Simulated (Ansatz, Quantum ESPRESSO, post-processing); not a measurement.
# vacuum gap of 6.0 Å between two Ir(100) faces: ballistic transmission, part 4 of 4

How well does the junction conduct in the ballistic limit? It is: vacuum gap of 6.0 Å between two Ir(100) faces.

Quantum ESPRESSO 7.5; plane-wave DFT, LDA, GBRV ultrasoft pseudopotentials; cross-check by Ansatz 0.2.0 with PAW datasets.

So far. Step 3 (Transmission with pwcond.x): The run is unpolarised; a magnetic state was not tried, may lie lower and would change T. Step 3 (Transmission with pwcond.x): At no point does T exceed the number of channels.

## 5. Cross-check with Ansatz

As a check, the same structure is run in Ansatz.

Level of this step: plane-wave DFT, LDA, Ansatz PAW (Ansatz 0.2.0).

input.yaml reads:

```yaml
crystal:
  lattice:
    - [2.7365032432, 0.0, 0.0]
    - [0.0, 2.7365032432, 0.0]
    - [0.0, 0.0, 35.025]
  atoms:
    - { symbol: Ir, position: [0.0, 0.0, 0.0] }
    - { symbol: Ir, position: [0.5, 0.5, 0.0552462527] }
    - { symbol: Ir, position: [0.0, 0.0, 0.1104925054] }
    - { symbol: Ir, position: [0.5, 0.5, 0.165738758] }
    - { symbol: Ir, position: [0.0, 0.0, 0.2209850107] }
    - { symbol: Ir, position: [0.5, 0.5, 0.2762312634] }
    - { symbol: Ir, position: [0.0, 0.0, 0.3314775161] }
    - { symbol: Ir, position: [0.5, 0.5, 0.3867237687] }
    - { symbol: Ir, position: [0.0, 0.0, 0.5580299786] }
    - { symbol: Ir, position: [0.5, 0.5, 0.6132762313] }
    - { symbol: Ir, position: [0.0, 0.0, 0.6685224839] }
    - { symbol: Ir, position: [0.5, 0.5, 0.7237687366] }
    - { symbol: Ir, position: [0.0, 0.0, 0.7790149893] }
    - { symbol: Ir, position: [0.5, 0.5, 0.834261242] }
    - { symbol: Ir, position: [0.0, 0.0, 0.8895074946] }
    - { symbol: Ir, position: [0.5, 0.5, 0.9447537473] }
kpoints:
  mp_grid: { grid: [9, 9, 1] }
hamiltonian:
  xc: lda
scf:
  occupations: { method: fermi_dirac, width: 0.1 }
  convergence: { dr2_threshold: 1.0e-08 }
output:
  transmission: { leads: [[0, 2]], e_range: [-0.4, 0.4], de: 0.4, kmesh: [10, 10] }
  write_potential: true
  write_density: true
  volumetric_format: npy
  elf: true
```

On the command line:

```sh
ansatz run input.yaml --threads 4 --pin off --max-ram 8192MiB --backend cpu --events-out ev --progress --plain --runs-dir out
```

Numbers of over 12 decimals in the logs are rounded to 6 here.

Output:

```text
Engine: ansatz 0.2.0, aarch64-unknown-linux-gnu
Pseudopotentials: kind: paw
Pseudopotential: Ir, paw, valence charge 17, recommended cutoff 420 eV (normal), Ir.paw.azcp
Functional definition: SPW92
  exchange = slater_x
  correlation = pw_c
Crystal: 16 atoms, lattice volume = 262.283 Å³
Basis set: ecut = 420 eV, 5241 PW (Γ)
Bands: 164, of which v1, the nominal top of the filled ones, is band 136 counted from 1 (135 counted from 0)
Symmetry: 16 space group operations
Space group: P4/nmm (ITA 129), of the structure as read, at distance tolerance 6.4e-5 Å
k-points: 15 of 81
Non-local potential: Ir, projectors of the file, l = 0: 3, l = 1: 2, l = 2: 2, l = 3: 1
PAW form: soft (Blöchl's): semilocal exchange-correlation on the pseudo side does not see the compensation charge
PAW frozen core: Ir, regenerated for the run's functional, and the local potential with it (the file was generated under x = pbe(κ = 0.804, μ = 0.219515), c = pbe(β = 0.066725))
PAW one-centre angular grid: Ir, 590 points (default); XC on 64 Gauss nodes
Initial density: superposition of atomic densities (neutral atoms: chi_scale 0, normalization atom), corrected by the library's trained network
Initial wavefunctions: pseudopotential atomic-orbital guess
Functional: x = slater, c = lda
SCF iter   1: F=—  HF=-186610.757362 eV  |F-HF|=—  |Δ(HF+E_count)|=         —  Δρ=1.62e-2  dr2=4.23e1  ethr=1.77e-3  ⟨swp⟩=6.3  Hψ=8454  notcnv=0  defer=30
preconditioner: auto → LDOS  [metal: Δε(μ)=0.012 eV  Ē_g=6.635 eV  σ=0.100 eV  W_gap=0.03  n_scr=98 (ndim 8)  ℏωp=27.5 eV  f_vac=0.089  D(μ)=15.34/eV (n_scr^D=148)  β→1.0]
SCF iter   2: F=—  HF=-186610.573340 eV  |F-HF|=—  |Δ(HF+E_count)|=   1.84e-1  Δρ=3.74e-3  dr2=4.59e-1  ethr=1.77e-3  ⟨swp⟩=1.5  Hψ=2849  notcnv=0  defer=41
SCF iter   3: F=—  HF=-186610.564520 eV  |F-HF|=—  |Δ(HF+E_count)|=   8.82e-3  Δρ=2.16e-3  dr2=2.79e-2  ethr=1.69e-4  ⟨swp⟩=2.2  Hψ=3251  notcnv=0  defer=52
SCF iter   4: F=—  HF=-186610.559305 eV  |F-HF|=—  |Δ(HF+E_count)|=   5.22e-3  Δρ=3.65e-4  dr2=1.71e-3  ethr=1.03e-5  ⟨swp⟩=2.5  Hψ=3520  notcnv=0  defer=52
SCF iter   5: F=—  HF=-186610.559237 eV  |F-HF|=—  |Δ(HF+E_count)|=   6.77e-5  Δρ=1.12e-4  dr2=2.93e-4  ethr=6.28e-7  ⟨swp⟩=2.1  Hψ=3507  notcnv=0  defer=52
SCF iter   6: F=—  HF=-186610.559183 eV  |F-HF|=—  |Δ(HF+E_count)|=   5.37e-5  Δρ=4.46e-5  dr2=5.02e-5  ethr=1.08e-7  ⟨swp⟩=2.1  Hψ=3422  notcnv=0  defer=52
SCF iter   7: F=—  HF=-186610.559183 eV  |F-HF|=—  |Δ(HF+E_count)|=   4.77e-8  Δρ=1.56e-5  dr2=1.42e-6  ethr=1.84e-8  ⟨swp⟩=2.0  Hψ=3243  notcnv=0  defer=52
SCF iter   8: F=—  HF=-186610.559088 eV  |F-HF|=—  |Δ(HF+E_count)|=   9.46e-5  Δρ=5.74e-6  dr2=3.05e-7  ethr=5.24e-10  ⟨swp⟩=2.4  Hψ=3723  notcnv=0  defer=45
SCF iter   9: F=—  HF=-186610.559088 eV  |F-HF|=—  |Δ(HF+E_count)|=   5.33e-9  Δρ=2.26e-6  dr2=4.53e-8  ethr=1.12e-10  ⟨swp⟩=2.0  Hψ=3374  notcnv=0  defer=45
SCF iter  10: F=-186610.559088 eV  HF=-186610.559088 eV  |F-HF|=4.39e-9  |Δ(HF+E_count)|=   2.62e-9  Δρ=8.58e-7  dr2=5.29e-9  ethr=3.68e-12  ⟨swp⟩=9.7  Hψ=6916  notcnv=0
SCF 1 converged in 10 iterations: F = -186610.559088 eV  dr2 = 5.29e-9
  greatest PAW one-centre occupation: 1.000 electrons in one spin orbital (limit 2), on the Ir atom at site 10 (counted from 0), in its partial waves of l = 0
transmission: 133 of 1323 steps passed
transmission: 265 of 1323 steps passed
[...]
transmission: 1323 of 1323 steps passed
SCF converged after 10 iterations
Free energy (F): -186610.559088 eV
Harris-Foulkes:  -186610.559088 eV  (|F-HF|=4.39e-9)
Internal energy: -186610.029651 eV  (E = F + TS)
E sigma→0 (E₀):  -186610.294370 eV
Entropy (-TS):   -0.529438 eV (-33.090 meV/atom)
Fermi energy:    21.073002 eV
--- Per-component energies (eV) ---
  E_band       = -2538.445913
  E_kinetic    = 9951.972309
  E_local      = -89129.087685  (includes V_loc(G=0)·N_el)
  E_nonlocal   = 1276.128716
  E_hartree    = 41977.928622
  E_xc         = -4252.144835
  E_vxc        = -4784.340004  (∫ρ·V_xc dr)
  E_paw        = -143250.007776  (= ΣΔE_a)
  E_vpaw       = -3808.985583  (= ΣTr[D̂ρ^β])
  E_aug_tail   = 0.000652  (compensation charges beyond the density's cutoff)
  E_ewald      = -3191.405290
  E_core_change = 6.585635  (= ΣΔE_core)
  E_smearing   = -0.529438  (= −TS)
  E_closure    = 0.000000  (closes the sum)
  Σ components = -186610.559088   (vs F -186610.559088, Δ=0.00e0)
--- Band table (eV; the first three rows and the last of 15) ---
  k-point 0: bands = [... 132 lower, 20.3807, 20.3875, 20.5552, 20.7284, 20.7284, 20.7383, 20.9344, 21.1356, ... 24 higher]
  k-point 1: bands = [... 132 lower, 20.2100, 20.2265, 20.3507, 20.3935, 20.5024, 20.5912, 20.6183, 20.8291, ... 24 higher]
  k-point 2: bands = [... 132 lower, 20.1252, 20.1531, 20.1561, 20.2069, 20.2471, 20.4172, 20.4769, 20.5601, ... 24 higher]
  k-point 14: bands = [... 132 lower, 22.2530, 22.2564, 22.2568, 22.2581, 22.2620, 22.2636, 22.2644, 22.2852, ... 24 higher]
--- Transmission ---
  basis      : 69 plane waves across, 63 finite elements along
  points     : 21, standing for a mesh of 10 x 10
  energies   : 3 from -0.400000 to 0.400000 eV about the Fermi level, 0.400000 eV apart; the leads are filled to 0.000000 eV, and channels, transmission and decay are at 0.000000 eV
  crystal 0  : Ir2, at the sites [0, 2], period 3.8700 Å, over 30.96 Å; its Hamiltonian steps by up to 6.1 meV
    offset         : up to 0.0000 Å between an atom of the period and one for which it stands
    channels       : 1.920000e0 a spin
    conductance    : none, the energies end too early or step too widely for 300 K: set another output.transmission.e_range or a lower de, or, where they end at an eighth of basis.ecutwfc, a higher one
  junction   : crystal 0 to crystal 0, -0.27 to 30.89 Å
    transmission   : 1.311380e-2 a spin
    conductance    : none, the energies end too early or step too widely for 300 K: set another output.transmission.e_range or a lower de, or, where they end at an eighth of basis.ecutwfc, a higher one
```

Wall time 28 s (4 threads of Arm Neoverse V1, shared host); peak memory 1.2 GiB; 1.7 min of CPU time.

Numbers from this step:

```
free energy                                  : -186610.5591 eV
energy at zero smearing                      : -186610.2944 eV
smearing term TS                             : 0.5294 eV
Fermi energy                                 : 21.07 eV
symmetry operations                          : 16
transmission at the Fermi level, one spin    : 0.01311
lead channels at the Fermi level, one spin   : 1.92
step of the lead's Hamiltonian over a period : 6.1 meV
```

Per spin; mean over the k mesh across the current. The transmission, zone mean by energy, zero at the Fermi level:

| energy (eV) | transmission, zone mean |
| --- | --- |
| -0.400 | 0.0155 |
| 0.000 | 0.0131 |
| 0.400 | 0.00684 |

Per spin; mean over the k mesh across the current. The open channels, zone mean by energy, zero at the Fermi level:

| energy (eV) | open channels, zone mean |
| --- | --- |
| -0.400 | 1.84 |
| 0.000 | 1.92 |
| 0.400 | 2.32 |

ELF in the ca plane at fractional y = 0.000, with atoms of Ir within 0.2 Å of it. It is the smooth field of the valence electrons, not physical close to the nuclei.

Values, 5 rows by 16 columns, each cell a mean:
```
0.20 0.41 0.60 0.30 0.22 0.16 0.03 0.01 0.16 0.48 0.58 0.27 0.22 0.51 0.54 0.23
0.30 0.29 0.36 0.28 0.34 0.25 0.05 0.01 0.15 0.33 0.35 0.28 0.30 0.31 0.32 0.30
0.33 0.29 0.31 0.28 0.38 0.28 0.05 0.01 0.16 0.36 0.29 0.29 0.32 0.30 0.30 0.32
0.27 0.32 0.47 0.28 0.30 0.22 0.04 0.01 0.15 0.36 0.45 0.27 0.27 0.37 0.40 0.28
0.18 0.46 0.57 0.31 0.20 0.14 0.03 0.01 0.16 0.52 0.56 0.27 0.20 0.53 0.55 0.22
```
Columns run along c (16.0 Å, from fractional 0.27 to 0.73 of the cell), rows up along a (2.7 Å). Atoms in or near the plane, at fractional coordinates: Ir at (0.33, 0.00), Ir at (0.56, 0.00), Ir at (0.67, 0.00).

Electrostatic potential energy in the ca plane at fractional y = 0.000, with atoms of Ir within 0.2 Å of it. With pseudopotentials it is smooth inside the atoms' cores, unlike the true potential.

Ten even steps from '0' (-50 eV) to '9' (27 eV), each cell a mean:
```
99984001589999999999999997200269999851003799
99986323789999999999999998532589999974236899
99998767899999999999999999876899999987678999
98999889999999999999999999988999989999889998
99999888999999999999999999888899999998888999
99987545799999999999999998644689999985457899
99985102589999999999999997310379999862014899
99973000489999999999999996200169999840003799
```
Columns run along c (16.0 Å, from fractional 0.27 to 0.73 of the cell; values clipped at the 3rd and 97th percentile), rows up along a (2.7 Å). Atoms in or near the plane, at fractional coordinates: Ir at (0.33, 0.00), Ir at (0.56, 0.00), Ir at (0.67, 0.00).

Ansatz finds T = 0.0131 against pwcond's 0.0129.

## 6. All levels side by side

All levels:

| step | T at the Fermi level (per spin) | conductance (G0) | r.m.s. T(E) from the first | CPU time of the step (s) | peak memory (GiB) |
| --- | --- | --- | --- | --- | --- |
| Ansatz | 0.01311 | - | 0 | 100.3 | 1.247 |
| pwcond | 0.0129 | 0.0129 | 0.001026 | 488.7 | 0.27 |
| pwcond, changed setting | 0.01289 | 0.01289 | 8.91e-4 | 343.8 | 0.24 |

Per spin; mean over the k mesh across the current. Transmission, zone mean against energy, zero at the Fermi level:

| energy (eV) | Ansatz | pwcond | pwcond, changed setting |
| --- | --- | --- | --- |
| -0.400 | 0.0155 | 0.0137 | 0.0139 |
| 0.000 | 0.0131 | 0.0129 | 0.0129 |
| 0.400 | 0.00684 | 0.00688 | 0.00688 |

## 7. A check by hand

The Landauer sum over the mesh, Σ w T = 0.0400 × 0.119 + 0.0400 × 0.0594 + 0.0800 × 0.016 + … = 0.01290.

G = 0.0129 × 77.48 µS = 1 µS a cell. Times the area of 7.488 Å², the resistance-area product is A/G = 74.9 fΩ m², the leads' contact resistance included.

## 8. Outcome

| Property | Result |
| --- | --- |
| conductance from T at the Fermi level, a cell (G₀ = 2e²/h) | 0.0129 G₀ |
| conductance per area | 13.4 S/μm² |
| lead channels per spin | 1.92 |
| the same conductance by Ansatz | 0.0131 G₀ |

The junction conducts 0.0129 G₀ a cell at the Fermi level (LDA, GBRV ultrasoft). At the Fermi level the junction passes 0.67 % of what the leads offer, the tunnelling regime. At the Fermi level pwcond and Ansatz differ by 1.6 %, a close match. Points with over 2.5 times the mean carry 59 % of T, so the mean leans on few points, and the mesh was not tested. Over -0.4 to 0.4 eV, T lies between 0.0069 and 0.014 per spin. The geometry is as built, not relaxed, and the leads are short. Semilocal functionals lack the image potential in a vacuum gap. Spin-orbit coupling is left out; depending on the atoms that carry the levels of interest, it can split and shift them by tenths of an eV to an eV or more.

[Logs are printed without paths, hosts, clocks, repeated set-up lines and the standing remarks that a program may print on its own settings, such as how far it seeks lower states.]

[Hosts, paths, dates, database ids (printed as entryN), source tags and the programs' standing remarks are cut or masked in the printed files.]

[Maps of the electrostatic potential energy from Ansatz leave out the sawtooth potential of an applied field or a dipole correction, so their vacuum need not be flat; planar profiles and work functions include it.]
